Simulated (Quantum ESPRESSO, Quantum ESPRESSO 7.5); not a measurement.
# Cl on fcc sites of Rh(111), stepped through the coverage

Aim: how the results for Cl on fcc sites of Rh(111) change with the coverage.

Method: plane-wave DFT, PBE, GBRV ultrasoft pseudopotentials, in Quantum ESPRESSO 7.5.

**1. The starting structure**

The structure is cubic, space group Fm-3m (No. 225). The conventional cell has a = 3.800 Å, b = 3.800 Å, c = 3.800 Å, α = 90.00°, β = 90.00°, γ = 90.00°. Rh has 12 Rh at 2.69 Å nearest.

Set-up: Slabs of 3 layers, covered on the upper face; adsorbates and the top layer relax in a periodic cell, the rest is held (the clean slab relaxes both outer layers); a run under open boundaries (ESM, bc1) gives both vacuum levels. Cells of one to 9 surface sites carry the coverages, on meshes of like density; cold smearing of 0.02 Ry. The slabs take the lattice constants of the bulk relaxed by the same program.

Members 0.1667, 0.25, 0.3333, 0.5 and 0.6667 took the same steps and show in the table alone.

This run has no spin polarisation, although Rh can carry a moment. A spin-polarised state was not tried and may lie lower.

**2. Variable-cell relaxation of the reference**

The bulk crystal is relaxed in cell and atoms; the members are built on its lattice constants.

ref.vc.in

```
&control
  prefix = 'ref.vc'
  outdir = './out'
  pseudo_dir = './pseudo'
  nstep = 40
  forc_conv_thr = 0.0003
  calculation = 'vc-relax'
/
&system
  ibrav = 0
  nat = 1
  ntyp = 1
  ecutwfc = 50
  ecutrho = 250
  occupations = 'smearing'
  smearing = 'mv'
  degauss = 0.02
/
&electrons
  conv_thr = 1e-09
  mixing_beta = 0.4
  electron_maxstep = 120
/
&ions
/
&cell
  press_conv_thr = 0.3
/
ATOMIC_SPECIES
  Rh  102.9055  rh_pbe_v1.4.uspp.F.UPF
CELL_PARAMETERS angstrom
  0.00000000000000 1.90000000000000 1.90000000000000
  1.90000000000000 0.00000000000000 1.90000000000000
  1.90000000000000 1.90000000000000 0.00000000000000
ATOMIC_POSITIONS crystal
  Rh  0.000000000000 0.000000000000 0.000000000000
K_POINTS automatic
  18 18 18 0 0 0
```

Started as:

```console
$ OMP_NUM_THREADS=1 mpirun -n 16 pw.x -nk 16 -in ref.vc.in > ref.vc.out
```

Log:

```text
Program PWSCF v.7.5 starts
[citation notice left out]

     Parallel version (MPI & OpenMP), running on      16 processor cores
     Number of MPI processes:                16
     Threads/MPI process:                     1

     MPI processes distributed on     1 nodes
[...]
Current dimensions of program PWSCF are:
     Max number of different atomic species (ntypx) = 10
     Max number of k-points (npk) =  40000
     Max angular momentum in pseudopotentials (lmaxx) =  4
     Message from routine setup:
     using ibrav=0 with symmetry is DISCOURAGED, use correct ibrav instead

     K-points division:     npool     =      16
     Subspace diagonalization in iterative solution of the eigenvalue problem:
     a serial algorithm will be used

     G-vector sticks info
     --------------------
     sticks:   dense  smooth     PW     G-vecs:    dense   smooth      PW
     Sum         439     361    121                 6183     4477     893

     Using Slab Decomposition

     bravais-lattice index     =            0
     lattice parameter (alat)  =       5.0777  a.u.
     unit-cell volume          =      92.5737 (a.u.)^3
     number of atoms/cell      =            1
     number of atomic types    =            1
     number of electrons       =        15.00
     number of Kohn-Sham states=           12
     kinetic-energy cutoff     =      50.0000  Ry
     charge density cutoff     =     250.0000  Ry
     scf convergence threshold =      1.0E-09
     mixing beta               =       0.4000
     number of iterations used =            8  plain     mixing
     energy convergence thresh.=      1.0E-04
     force convergence thresh. =      3.0E-04
     press convergence thresh. =      3.0E-01
     Exchange-correlation=  SLA  PW   PBX  PBC
                           (   1   4   3   4   0   0   0)
     nstep                     =           40

     celldm(1)=   5.077705  celldm(2)=   0.000000  celldm(3)=   0.000000
     celldm(4)=   0.000000  celldm(5)=   0.000000  celldm(6)=   0.000000

     crystal axes: (cart. coord. in units of alat)
               a(1) = (   0.000000   0.707107   0.707107 )
               a(2) = (   0.707107   0.000000   0.707107 )
               a(3) = (   0.707107   0.707107   0.000000 )

     reciprocal axes: (cart. coord. in units 2 pi/alat)
               b(1) = ( -0.707107  0.707107  0.707107 )
               b(2) = (  0.707107 -0.707107  0.707107 )
               b(3) = (  0.707107  0.707107 -0.707107 )

     PseudoPot. # 1 for Rh read from file:
     ./pseudo/rh_pbe_v1.4.uspp.F.UPF
     Pseudo is Ultrasoft + core correction, Zval = 15.0
     Generated by new atomic code, or converted to UPF format
     Using radial grid of  969 points,  7 beta functions with:
                l(1) =   0
                l(2) =   0
                l(3) =   1
                l(4) =   1
                l(5) =   2
                l(6) =   2
                l(7) =   2
     Q(r) pseudized with  8 coefficients,  rinner =    1.200   1.200   1.200
                                                       1.200   1.200

     atomic species   valence    mass     pseudopotential
     Rh               15.00   102.90550     Rh( 1.00)

     48 Sym. Ops., with inversion, found

   Cartesian axes

     site n.     atom                  positions (alat units)
         1        Rh     tau(   1) = (   0.0000000   0.0000000   0.0000000  )

     number of k points=   195  Marzari-Vanderbilt smearing, width (Ry)=  0.0200

     Number of k-points >= 100: set verbosity='high' to print them.

     Dense  grid:     6183 G-vectors     FFT dimensions: (  25,  25,  25)

     Smooth grid:     4477 G-vectors     FFT dimensions: (  24,  24,  24)

     Estimated max dynamical RAM per process >      10.47 MB

     Estimated total dynamical RAM >     144.96 MB

     Initial potential from superposition of free atoms

     starting charge      14.4999, renormalised to      15.0000

     negative rho (up, down):  5.580E-02 0.000E+00
     Starting wfcs are   12 randomized atomic wfcs

     total cpu time spent up to now is        0.5 secs

     per-process dynamical memory:    13.5 Mb

     Self-consistent Calculation

     iteration #  1     ecut=    50.00 Ry     beta= 0.40
     Davidson diagonalization with overlap
     ethr =  1.00E-02,  avg # of iterations =  4.4

     negative rho (up, down):  5.669E-02 0.000E+00

     total cpu time spent up to now is        0.6 secs

     total energy              =    -171.10468240 Ry
     estimated scf accuracy    <       0.53206668 Ry

     iteration #  2     ecut=    50.00 Ry     beta= 0.40
[...]
negative rho (up, down):  5.692E-02 0.000E+00

[...]
total energy              =    -171.20112663 Ry
     estimated scf accuracy    <       0.00190624 Ry

     iteration #  3     ecut=    50.00 Ry     beta= 0.40
[...]
negative rho (up, down):  5.705E-02 0.000E+00

[...]
total energy              =    -171.20145257 Ry
     estimated scf accuracy    <       0.00050869 Ry

     iteration #  4     ecut=    50.00 Ry     beta= 0.40
[...]
negative rho (up, down):  5.704E-02 0.000E+00

[...]
total energy              =    -171.20147547 Ry
     estimated scf accuracy    <       0.00004136 Ry

     iteration #  5     ecut=    50.00 Ry     beta= 0.40
[...]
negative rho (up, down):  5.703E-02 0.000E+00

[...]
total energy              =    -171.20148148 Ry
     estimated scf accuracy    <       0.00000135 Ry

     iteration #  6     ecut=    50.00 Ry     beta= 0.40
[...]
negative rho (up, down):  5.703E-02 0.000E+00

[...]
total energy              =    -171.20148194 Ry
     estimated scf accuracy    <       0.00000035 Ry

     iteration #  7     ecut=    50.00 Ry     beta= 0.40
[...]
negative rho (up, down):  5.702E-02 0.000E+00

[...]
total energy              =    -171.20148199 Ry
     estimated scf accuracy    <          9.8E-09 Ry

     iteration #  8     ecut=    50.00 Ry     beta= 0.40
[...]
negative rho (up, down):  5.702E-02 0.000E+00

[...]
End of self-consistent calculation

     Number of k-points >= 100: set verbosity='high' to print the bands.

     the Fermi energy is    21.4472 ev

!    total energy              =    -171.20148199 Ry
     estimated scf accuracy    <          5.8E-10 Ry
[...]
The total energy is F=E-TS. E is the sum of the following terms:
     one-electron contribution =     -24.97506487 Ry
     hartree contribution      =      25.67464199 Ry
     xc contribution           =     -29.92711502 Ry
     ewald contribution        =    -141.97438032 Ry

     convergence has been achieved in   5 iterations

     negative rho (up, down):  5.757E-02 0.000E+00

     Forces acting on atoms (cartesian axes, Ry/au):

     atom    1 type  1   force =     0.00000000    0.00000000    0.00000000

     Total force =     0.000000     Total SCF correction =     0.000000

     Computing stress (Cartesian axis) and pressure

     negative rho (up, down):  5.757E-02 0.000E+00
          total   stress  (Ry/bohr**3)                   (kbar)     P=      -25.42
  -0.00017283   0.00000000  -0.00000000          -25.42        0.00       -0.00
   0.00000000  -0.00017283  -0.00000000            0.00      -25.42       -0.00
  -0.00000000  -0.00000000  -0.00017283           -0.00       -0.00      -25.42

     Energy error            =      4.6E-04 Ry
     Gradient error          =      0.0E+00 Ry/Bohr
     Cell gradient error     =      2.5E+01 kbar

     number of scf cycles    =   2
     number of bfgs steps    =   1

     enthalpy           old  =    -171.2014819907 Ry
     enthalpy           new  =    -171.2019408424 Ry

     CASE: enthalpy          _new < enthalpy          _old

     new trust radius        =       0.0062352816 bohr
     new conv_thr            =            1.0E-11 Ry

     new unit-cell volume =     94.99091 a.u.^3 (    14.07620 Ang^3 )
     density =     12.13954 g/cm^3

CELL_PARAMETERS (angstrom)
  -0.000000000   1.916395567   1.916395567
   1.916395567  -0.000000000   1.916395567
   1.916395567   1.916395567  -0.000000000

ATOMIC_POSITIONS (crystal)
Rh               0.0000000000        0.0000000000        0.0000000000

[...]
NEW-OLD atomic charge density approx. for the potential
     New effective cutoffs (rho, wfc):  243.82   49.15

     negative rho (up, down):  5.739E-02 0.000E+00

     total cpu time spent up to now is        2.2 secs

     per-process dynamical memory:    17.3 Mb

     Self-consistent Calculation

     iteration #  1     ecut=    50.00 Ry     beta= 0.40
     Davidson diagonalization with overlap
     ethr =  1.00E-06,  avg # of iterations =  2.9

     Threshold (ethr) on eigenvalues was too large:
     Diagonalizing with lowered threshold

     Davidson diagonalization with overlap
     ethr =  3.32E-09,  avg # of iterations =  2.5

     negative rho (up, down):  5.741E-02 0.000E+00

     total cpu time spent up to now is        2.5 secs

     total energy              =    -171.20202512 Ry
     estimated scf accuracy    <       0.00000044 Ry

[...]
iteration #  5     ecut=    50.00 Ry     beta= 0.40
[...]
negative rho (up, down):  5.743E-02 0.000E+00

[...]
End of self-consistent calculation

     Number of k-points >= 100: set verbosity='high' to print the bands.

     the Fermi energy is    20.7376 ev

!    total energy              =    -171.20202515 Ry
     estimated scf accuracy    <          3.0E-13 Ry
     smearing contrib. (-TS)   =      -0.00001567 Ry
     internal energy E=F+TS    =    -171.20200948 Ry

     The total energy is F=E-TS. E is the sum of the following terms:
     one-electron contribution =     -24.30690408 Ry
     hartree contribution      =      25.46937925 Ry
     xc contribution           =     -29.93668230 Ry
     ewald contribution        =    -142.42780235 Ry

     convergence has been achieved in   5 iterations

     negative rho (up, down):  5.743E-02 0.000E+00

     Forces acting on atoms (cartesian axes, Ry/au):

     atom    1 type  1   force =     0.00000000    0.00000000    0.00000000

     Total force =     0.000000     Total SCF correction =     0.000000

     Computing stress (Cartesian axis) and pressure

     negative rho (up, down):  5.743E-02 0.000E+00
          total   stress  (Ry/bohr**3)                   (kbar)     P=       -1.47
  -0.00000999   0.00000000   0.00000000           -1.47        0.00        0.00
  -0.00000000  -0.00000999   0.00000000           -0.00       -1.47        0.00
   0.00000000  -0.00000000  -0.00000999            0.00       -0.00       -1.47

     Energy error            =      8.4E-05 Ry
     Gradient error          =      0.0E+00 Ry/Bohr
     Cell gradient error     =      1.5E+00 kbar

     number of scf cycles    =   3
     number of bfgs steps    =   2

     enthalpy           old  =    -171.2019408424 Ry
     enthalpy           new  =    -171.2020251483 Ry

     CASE: enthalpy          _new < enthalpy          _old

     new trust radius        =       0.0003793178 bohr
     new conv_thr            =            1.0E-11 Ry

     new unit-cell volume =     94.93547 a.u.^3 (    14.06799 Ang^3 )
     density =     12.14663 g/cm^3

CELL_PARAMETERS (angstrom)
  -0.000000000   1.916022646   1.916022646
   1.916022646  -0.000000000   1.916022646
   1.916022646   1.916022646  -0.000000000

ATOMIC_POSITIONS (crystal)
Rh               0.0000000000        0.0000000000        0.0000000000

[...]
NEW-OLD atomic charge density approx. for the potential
     New effective cutoffs (rho, wfc):  243.92   49.17

     negative rho (up, down):  5.741E-02 0.000E+00

     total cpu time spent up to now is        2.9 secs

     per-process dynamical memory:    17.3 Mb

[...]
!    total energy              =    -171.20202542 Ry
[...]
Total force =     0.000000     Total SCF correction =     0.000000
[...]
Self-consistent Calculation

     iteration #  1     ecut=    50.00 Ry     beta= 0.40
     Davidson diagonalization with overlap
     ethr =  1.00E-06,  avg # of iterations = 11.0

     negative rho (up, down):  5.718E-02 0.000E+00

     total cpu time spent up to now is        3.8 secs

     total energy              =    -171.09577917 Ry
     estimated scf accuracy    <       0.55715620 Ry

[...]
iteration #  9     ecut=    50.00 Ry     beta= 0.40
[...]
negative rho (up, down):  5.742E-02 0.000E+00

[...]
End of self-consistent calculation

     Number of k-points >= 100: set verbosity='high' to print the bands.

     the Fermi energy is    20.7535 ev

!    total energy              =    -171.20203516 Ry
     estimated scf accuracy    <          2.0E-12 Ry
     smearing contrib. (-TS)   =      -0.00001530 Ry
     internal energy E=F+TS    =    -171.20201986 Ry

     The total energy is F=E-TS. E is the sum of the following terms:
     one-electron contribution =     -24.26613196 Ry
     hartree contribution      =      25.45691586 Ry
     xc contribution           =     -29.93728025 Ry
     ewald contribution        =    -142.45552351 Ry

     convergence has been achieved in   9 iterations

     negative rho (up, down):  5.742E-02 0.000E+00

     Forces acting on atoms (cartesian axes, Ry/au):

     atom    1 type  1   force =     0.00000000    0.00000000    0.00000000

     Total force =     0.000000     Total SCF correction =     0.000000

     Computing stress (Cartesian axis) and pressure

     negative rho (up, down):  5.742E-02 0.000E+00
          total   stress  (Ry/bohr**3)                   (kbar)     P=       -0.11
  -0.00000075  -0.00000000   0.00000000           -0.11       -0.00        0.00
   0.00000000  -0.00000075   0.00000000            0.00       -0.11        0.00
  -0.00000000  -0.00000000  -0.00000075           -0.00       -0.00       -0.11

[...]
=------------------------------------------------------------------------------=
   JOB DONE.
=------------------------------------------------------------------------------=
```

Elapsed: 5.3 s, on 16 MPI ranks of Arm Neoverse V2, shared host; peak memory 0.78 GiB.

The steps of the relaxation:

| step | energy less that of the first step (eV) | largest force (eV/Å) | volume (Å³) |
| --- | --- | --- | --- |
| 1 | 0.0000 | 0.0000 | 13.72 |
| 2 | -0.0062 | 0.0000 | 14.21 |
| 3 | -0.0074 | 0.0000 | 14.08 |
| 4 | -0.0074 | 0.0000 | 14.07 |
| 5 | -0.0075 | 0.0000 | 14.07 |

| conventional cell, symmetrised | before | after | change |
| --- | --- | --- | --- |
| a (Å) | 3.800 | 3.832 | +0.8 % |
| b (Å) | 3.800 | 3.832 | +0.8 % |
| c (Å) | 3.800 | 3.832 | +0.8 % |
| volume (Å³/atom) | 13.72 | 14.07 | +2.6 % |

The relaxed structure:

```
Rh
1.0
     0.00000    1.91602    1.91602
     1.91602    0.00000    1.91602
     1.91602    1.91602    0.00000
Rh
1
Direct
  0.00000 0.00000 0.00000
```

 The last row is no step: it is a fresh SCF in the final cell with a new plane-wave basis, -0 meV from the row before.

Read from the output:

- free energy: -2329.3224 eV
- Fermi energy: 20.75 eV

[end of part 1 of 10]

[Logs are printed without paths, hosts, clocks, repeated set-up lines and the standing remarks that a program may print on its own settings, such as how far it seeks lower states.]

[Hosts, paths, dates, database ids (printed as entryN), source tags and the programs' standing remarks are cut or masked in the printed files.]

[Maps of the electrostatic potential energy from Ansatz leave out the sawtooth potential of an applied field or a dipole correction, so their vacuum need not be flat; planar profiles and work functions include it.]
